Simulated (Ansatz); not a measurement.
## C4S5O (Pc): G0W0 under other settings

A base run on C4S5O (Pc), then changed inputs.

Calculated with Ansatz 0.2.0; G0W0 on PBE, plane waves, PAW; PAW set soft_1.

### 1. Starting point

The structure is monoclinic, space group Pc (No. 7). Conventional cell: a = 3.964 Å, b = 11.021 Å, c = 8.832 Å, α = 90.00°, β = 104.76°, γ = 90.00°. C has 3 S at 1.65 to 1.74 Å nearest. Nearest to C lie 1 C at 1.37 Å and 2 S at 1.73 Å. C has 1 O at 1.21 Å and 2 S at 1.80 Å nearest. Nearest to S lie 1 C at 1.65 Å. Nearest to S lie 2 C at 1.73 to 1.74 Å. Farther neighbours and most contacts between anions are not listed.

Geometry: measured cell, ions relaxed with PBE. The runs that relaxed it are not among those shown.

### 2. The base run: 4×2×2 mesh, 454 empty bands, screening to 66 eV, PAW set soft_1 files

Now the one-shot GW correction: screening in the RPA, then the self-energy of the levels asked for. This step takes PAW set soft_1 files.

Contents of input.yaml:

```yaml
crystal:
  lattice:
    - [3.9638, 0.0, 0.0]
    - [0.0, 11.0211, 0.0]
    - [-2.2503537532, 0.0, 8.5408209769]
  atoms:
    - { symbol: C, position: [0.9954444397, 0.1796739709, 0.3639247569] }
    - { symbol: C, position: [0.9954444397, 0.8203260291, 0.8639247569] }
    - { symbol: C, position: [0.4303161322, 0.201707041, 0.6372972353] }
    - { symbol: C, position: [0.4303161322, 0.798292959, 0.1372972353] }
    - { symbol: C, position: [0.7934383888, 0.3409955639, 0.8579692616] }
    - { symbol: C, position: [0.7934383888, 0.6590044361, 0.3579692616] }
    - { symbol: C, position: [0.3676703384, 0.3173331213, 0.5811982461] }
    - { symbol: C, position: [0.3676703384, 0.6826668787, 0.0811982461] }
    - { symbol: S, position: [0.7175656305, 0.1290236316, 0.2041229421] }
    - { symbol: S, position: [0.7175656305, 0.8709763684, 0.7041229421] }
    - { symbol: S, position: [0.2162793335, 0.0863359043, 0.5167550488] }
    - { symbol: S, position: [0.2162793335, 0.9136640957, 0.0167550488] }
    - { symbol: S, position: [0.7019628428, 0.181898402, 0.8234195846] }
    - { symbol: S, position: [0.7019628428, 0.818101598, 0.3234195846] }
    - { symbol: S, position: [0.0945683707, 0.3332646569, 0.3947420537] }
    - { symbol: S, position: [0.0945683707, 0.6667353431, 0.8947420537] }
    - { symbol: S, position: [0.5678526524, 0.4359530879, 0.6984529155] }
    - { symbol: S, position: [0.5678526524, 0.5640469121, 0.1984529155] }
    - { symbol: O, position: [-0.010268129, 0.3802644671, 0.9759479553] }
    - { symbol: O, position: [-0.010268129, 0.6197355329, 0.4759479553] }
kpoints:
  mp_grid: { grid: [4, 2, 2] }
hamiltonian:
  xc: pbe
  pseudopotentials: { kind: paw, azcp: { folder: soft_1 } }
scf:
  occupations: { method: fixed }
gw:
  n_empty_bands: 454
  ecut_chi: 66
  qp_bands: [v4, c4]
  qp_kpoints: band_edges
  screening: { model: contour_deformation }
```

On the command line:

```
> ansatz run input.yaml --threads 2 --pin off --max-ram 92160MiB --backend cuda --events-out ev --progress --plain --runs-dir out --devices 1 --max-vram 13GiB
```

Numbers of over 12 decimals in the logs are rounded to 6 here.

Output:

```text
GPUs: using 1 of 1 available (devices: 1).
Engine: ansatz 0.2.0, x86_64-unknown-linux-gnu
Pseudopotentials: kind: paw
Pseudopotential: C, paw, valence charge 4, recommended cutoff 420 eV (normal), soft_1/C.paw.azcp
Pseudopotential: S, paw, valence charge 6, recommended cutoff 420 eV (normal), soft_1/S.paw.azcp
Pseudopotential: O, paw, valence charge 6, recommended cutoff 420 eV (normal), soft_1/O.paw.azcp
Functional definition: PBE
  parameter kappa = 0.804
  parameter beta = 0.066725
  exchange = pbe_x(kappa = kappa, mu = beta*pi^2/3)
  correlation = pbe_c(beta = beta)
device memory: the entry about to start is reckoned to put 3.3 GiB on a device that reports 49.8 GiB free (of which the cap on the GPU budget leaves the run 13.0 GiB)
GPU FFT provider: cuFFT
GPU libraries: cuBLAS 13.8.2, cuFFT 12.4.0, cuSOLVER 12.3.4
Crystal: 20 atoms, lattice volume = 373.109 Å³
Basis set: ecut = 420 eV, 7335 PW (Γ)
Bands: 72, of which v1, the nominal top of the filled ones, is band 52 counted from 1 (51 counted from 0)
Symmetry: 2 space group operations
Space group: Pc (ITA 7), of the structure as read, at distance tolerance 7.2e-5 Å
k-points: 12 of 16 (time reversal used)
Non-local potential: C, projectors of the file, l = 0: 2, l = 1: 2, l = 2: 1
Non-local potential: S, projectors of the file, l = 0: 2, l = 1: 2, l = 2: 1
Non-local potential: O, projectors of the file, l = 0: 2, l = 1: 2, l = 2: 1
PAW form: soft (Blöchl's): semilocal exchange-correlation on the pseudo side does not see the compensation charge
PAW one-centre angular grid: C, 110 points (default); XC on 64 Gauss nodes
PAW one-centre angular grid: S, 110 points (default); XC on 64 Gauss nodes
PAW one-centre angular grid: O, 110 points (default); XC on 64 Gauss nodes
Initial density: superposition of atomic densities (chi_scale 0.1, normalization cell, long waves kept (reshape's long-wave potential 0.98 eV rms))
Initial wavefunctions: pseudopotential atomic-orbital guess
GPU buffer pool allocated for 121500 grid points (all kernels)
GPU transforms: local potential and band sums: pruned to the plane-wave sphere, on 27×75×60
Functional: x = pbe(κ = 0.804, μ = 0.219515), c = pbe(β = 0.066725)
SCF iter   1: F=—  HF=-12165.171155 eV  |F-HF|=—  |Δ(HF+E_count)|=         —  Δρ=7.74e-2  dr2=4.25e1  ethr=3.10e-3  ⟨swp⟩=5.0  Hψ=3663  notcnv=0  defer=216
preconditioner: auto → Resta (q_TF=auto, 2.205 Å⁻¹)  ε∞=4.0  [insulator: Δε(μ)=0.975 eV  Ē_g=10.954 eV  n_scr=62 (ndim 8)  ℏωp=18.8 eV  f_vac=0.025  ε∞_Penn≈4.0]
SCF iter   2: F=—  HF=-12156.795679 eV  |F-HF|=—  |Δ(HF+E_count)|=    8.38e0  Δρ=3.55e-2  dr2=3.60e0  ethr=3.10e-3  ⟨swp⟩=4.0  Hψ=2057  notcnv=0  defer=212
[...]
NSCF: frozen V_eff on 1 k-points
device memory: the entry about to start is reckoned to put 1.4 GiB on a device that reports 41.9 GiB free (of which the cap on the GPU budget leaves the run 13.0 GiB)
NSCF: frozen V_eff on 1 k-points
SCF converged after 12 iterations
Free energy (F): -12155.921767 eV
Harris-Foulkes:  -12155.921767 eV  (|F-HF|=9.23e-9)
Internal energy: -12155.921767 eV  (E = F + TS)
E sigma→0 (E₀):  -12155.921767 eV
Fermi energy:    3.446139 eV
--- Per-component energies (eV) ---
  E_band       = -452.431151
  E_kinetic    = 2081.222240
  E_local      = -4786.605947  (includes V_loc(G=0)·N_el)
  E_nonlocal   = 641.685431
  E_hartree    = 1655.680574
  E_xc         = -1395.678358
  E_vxc        = -1455.478737  (∫ρ·V_xc dr)
  E_paw        = -7210.051864  (= ΣΔE_a)
  E_vpaw       = -244.616367  (= ΣTr[D̂ρ^β])
  E_aug_tail   = 0.001685  (compensation charges beyond the density's cutoff)
  E_ewald      = -3142.175527
  E_smearing   = -0.000000  (= −TS)
  E_closure    = 0.000000  (closes the sum)
  Σ components = -12155.921767   (vs F -12155.921767, Δ=0.00e0)
--- Band table (eV; the first three rows and the last of 12) ---
  k-point 0: bands = [... 48 lower, 2.5714, 2.9670, 3.0412, 3.0872, 5.6178, 5.6636, 6.3067, 6.3897, ... 16 higher]
  k-point 1: bands = [... 48 lower, 2.8486, 2.8486, 3.1818, 3.1818, 5.6629, 5.6629, 6.2919, 6.2919, ... 16 higher]
  k-point 2: bands = [... 48 lower, 2.5556, 2.8724, 3.0332, 3.1134, 5.6445, 5.6464, 6.4051, 6.4536, ... 16 higher]
  k-point 11: bands = [... 48 lower, 2.7838, 2.7838, 3.2330, 3.2330, 5.4066, 5.4066, 6.1303, 6.1303, ... 16 higher]
--- G₀W₀: contour deformation, 6 samples at zero and on the imaginary axis and 1 off it, 16 q-points, 454 empty bands' worth ---
  eigenvalues of the whole cell's RPA ε∞ on this k-mesh (on a slab, of 1 + 4πα/V) = 2.5314, 4.1162, 5.1957; static W/v taken at q = 0 is 0.269564
  gw.qp_kpoints: band_edges: 12 of 12 stored k-points solved, in 1 pass; an edge of the gap read off the rows below is read off those points alone
    ik  band        ε_KS         Σx   Σc(E_QP)       V_xc       Z   E_QP_lin       E_QP  E_QP is
     0    49      2.5714   -17.8394     2.6499   -14.5703  0.7190     1.9344     1.9521  root
     0    50      2.9670   -18.0616     2.3899   -15.0826  0.7340     2.3663     2.3779  root
     0    51      3.0412   -17.1633     1.7756   -14.9017  0.7419     2.5492     2.5552  root
     0    52      3.0872   -17.1680     1.8279   -14.8319  0.7413     2.5724     2.5791  root
     0    53      5.6178   -10.1988    -3.2281   -14.5045  0.7473     6.7338     6.6953  root
     0    54      5.6636   -10.2743    -3.1698   -14.5101  0.7482     6.7671     6.7296  root
     0    55      6.3067    -8.0558    -3.9073   -13.0355  0.7742     7.4110     7.3792  root
     0    56      6.3897    -9.0757    -4.1300   -14.4731  0.7646     7.7121     7.6571  root
[...]
11    53      5.4066    -9.3911    -3.2700   -13.6586  0.7551     6.4324     6.4041  root
    11    54      5.4066    -9.3911    -3.2700   -13.6586  0.7551     6.4324     6.4041  root
    11    55      6.1303    -9.6487    -3.7171   -14.6347  0.7553     7.4553     7.3992  root
    11    56      6.1303    -9.6487    -3.7171   -14.6347  0.7553     7.4553     7.3992  root
```

Elapsed: 60 s, on 1 × NVIDIA H100 80GB HBM3 (shared by 6 runs) with 2 threads of AMD EPYC 7R13 (Zen 3), shared host; peak memory 2.3 GiB; 79 s of CPU time.

Numbers from this step:

| Quantity | Value |
| --- | --- |
| bands summed | 506 |
| RPA ε∞ on this mesh (eigenvalues) | 2.531, 4.116, 5.196 |
| plane waves in the screening matrix | 455 |
| q-points in the mesh | 16 |
| G0W0 gap on the mesh | 2.969 eV |
| k of the valence top | -0.5, -0.5, 0 |
| k of the conduction bottom | -0.5, 0, 0 |
| starting gap on the mesh | 1.582 eV |
| Z at the valence top | 0.7520 |
| Z at the conduction bottom | 0.7617 |
| least direct G0W0 gap on the computed points | 3.051 eV |

The gap on the mesh goes from 1.58 eV to 2.97 eV, a correction of +1.39 eV. Between the two edge states, bare exchange in place of the xc potential would open the gap by 6.03 eV, and correlation takes back 4.64 eV.

### 3. Variant: norm-conserving files, smooth pair densities

This step: G0W0 on PBE, plane waves, norm-conserving pseudopotentials.

input.yaml: that of step 2 with these lines changed.

```diff
@@ -30,3 +30,3 @@
   xc: pbe
-  pseudopotentials: { kind: paw, azcp: { folder: soft_1 } }
+  pseudopotentials: { kind: nc }
 scf:
@@ -34,4 +34,4 @@
 gw:
-  n_empty_bands: 454
-  ecut_chi: 66
+  n_empty_bands: 606
+  ecut_chi: 80
   qp_bands: [v4, c4]
@@ -39 +39,2 @@
   screening: { model: contour_deformation }
+  pair_densities: pseudo
```

Output:

```text
GPUs: using 1 of 1 available (devices: 1).
[...]
GPU FFT provider: cuFFT
GPU libraries: cuBLAS 13.8.2, cuFFT 12.4.0, cuSOLVER 12.3.4
Crystal: 20 atoms, lattice volume = 373.109 Å³
Basis set: ecut = 1240 eV, 37031 PW (Γ)
Bands: 72, of which v1, the nominal top of the filled ones, is band 52 counted from 1 (51 counted from 0)
[... 1 set-up line as in the run before ...]
[...]
k-points: 12 of 16 (time reversal used)
[...]
GPU buffer pool allocated for 663552 grid points (all kernels)
[...]
SCF iter   1: F=—  HF=-5237.531276 eV  |F-HF|=—  |Δ(HF+E_count)|=         —  Δρ=7.94e-2  dr2=4.35e1  ethr=3.10e-3  ⟨swp⟩=5.6  Hψ=4156  notcnv=0  defer=215
[...]
SCF iter  12: F=-5227.858120 eV  HF=-5227.858120 eV  |F-HF|=1.79e-9  |Δ(HF+E_count)|=   1.00e-7  Δρ=1.58e-6  dr2=1.80e-8  ethr=9.62e-11  ⟨swp⟩=3.0  Hψ=1941  notcnv=0
SCF 1 converged in 12 iterations: F = -5227.858120 eV  dr2 = 1.80e-8
[...]
NSCF: frozen V_eff on 12 k-points
[...]
G₀W₀ screening: q 1/12
[... further progress lines ...]
[...]
SCF converged after 12 iterations
Free energy (F): -5227.858120 eV
[...]
Internal energy: -5227.858120 eV  (E = F + TS)
E sigma→0 (E₀):  -5227.858120 eV
Fermi energy:    3.462897 eV
[...]
--- Band table (eV; the first three rows and the last of 12) ---
  k-point 0: bands = [... 48 lower, 2.5881, 2.9825, 3.0575, 3.1036, 5.6356, 5.6810, 6.3168, 6.3984, ... 16 higher]
  k-point 1: bands = [... 48 lower, 2.8646, 2.8646, 3.1979, 3.1979, 5.6804, 5.6804, 6.3033, 6.3033, ... 16 higher]
  k-point 2: bands = [... 48 lower, 2.5725, 2.8886, 3.0495, 3.1297, 5.6620, 5.6642, 6.4204, 6.4652, ... 16 higher]
  k-point 11: bands = [... 48 lower, 2.8006, 2.8006, 3.2500, 3.2500, 5.4236, 5.4236, 6.1445, 6.1445, ... 16 higher]
[...]
0    49      2.5881   -16.1250     2.5885   -12.7166  0.7163     1.7334     1.7682  root
     0    50      2.9825   -16.2475     2.3138   -13.1170  0.7310     2.1417     2.1657  root
     0    51      3.0575   -15.6651     1.6945   -13.2835  0.7384     2.3574     2.3704  root
     0    52      3.1036   -15.6084     1.7470   -13.1435  0.7378     2.3712     2.3857  root
     0    53      5.6356    -8.9418    -3.3226   -13.1401  0.7438     6.5337     6.5113  root
     0    54      5.6810    -9.0086    -3.2628   -13.1378  0.7447     6.5694     6.5474  root
     0    55      6.3168    -6.9234    -3.9817   -11.8051  0.7714     7.2384     7.2168  root
     0    56      6.3984    -7.5626    -4.1990   -12.8154  0.7613     7.4856     7.4522  root
[...]
11    53      5.4236    -8.2888    -3.3629   -12.4635  0.7519     6.2523     6.2354  root
    11    54      5.4236    -8.2888    -3.3629   -12.4635  0.7519     6.2523     6.2354  root
    11    55      6.1445    -8.7533    -3.8048   -13.6918  0.7521     7.3199     7.2781  root
    11    56      6.1445    -8.7533    -3.8048   -13.6918  0.7521     7.3199     7.2781  root
```

It took 1.8 min on 1 × NVIDIA H100 80GB HBM3 (shared by 6 runs) with 2 threads; peak memory 7 GiB.

The G0W0 gap on the mesh is 3.023 eV.

Against the base:

| setting | base | variant |
| --- | --- | --- |
| files | PAW set soft_1 | norm-conserving |
| empty bands | 454 | 606 |
| screening cutoff (eV) | 66 | 80 |
| pair densities | - | pseudo |

| quantity | variant | base |
| --- | --- | --- |
| starting gap on the mesh | 1.582 | 1.582 |
| G0W0 gap on the mesh | 3.023 | 2.969 |
| least direct G0W0 gap on the computed points | 3.096 | 3.051 |
| Z at the valence top | 0.748 | 0.752 |
| Z at the conduction bottom | 0.759 | 0.762 |

### 4. Results

- base: 2.97 eV, 60 s
- norm-conserving files, smooth pair densities: 3.02 eV, 1.8 min

Norm-conserving files, smooth pair densities: the gap moves by +0.05 eV (the plane-wave cutoff goes from 420 to 1240 eV). The variant differs from the base in files, empty bands, screening cutoff and pair densities together, so the change can't be laid to one of them. All runs here use a coarse mesh and modest cutoffs; they test settings and are not final values. The 4×2×2 mesh is coarse for this cell (its supercell is 16 Å along the shortest edge). The RPA ε∞ on it, from the PBE start, is 2.53, 4.12 and 5.20; such meshes misread the long-range screening, most where the gap is narrow.

[Paths, hosts, dates, memory and timing lines, banners, echoed tables and standing remarks are left out of the program output.]

[Logs are printed without paths, hosts, clocks, repeated set-up lines and the standing remarks that a program may print on its own settings, such as how far it seeks lower states.]

[Runs of the session that timed out or met a known fault of the program may be left out.]

[Cells called generated may have been cut or substituted from an entry of the Crystallography Open Database or the Materials Project.]

[Hosts, paths, dates, database ids (printed as entryN), source tags and the programs' standing remarks are cut or masked in the printed files.]
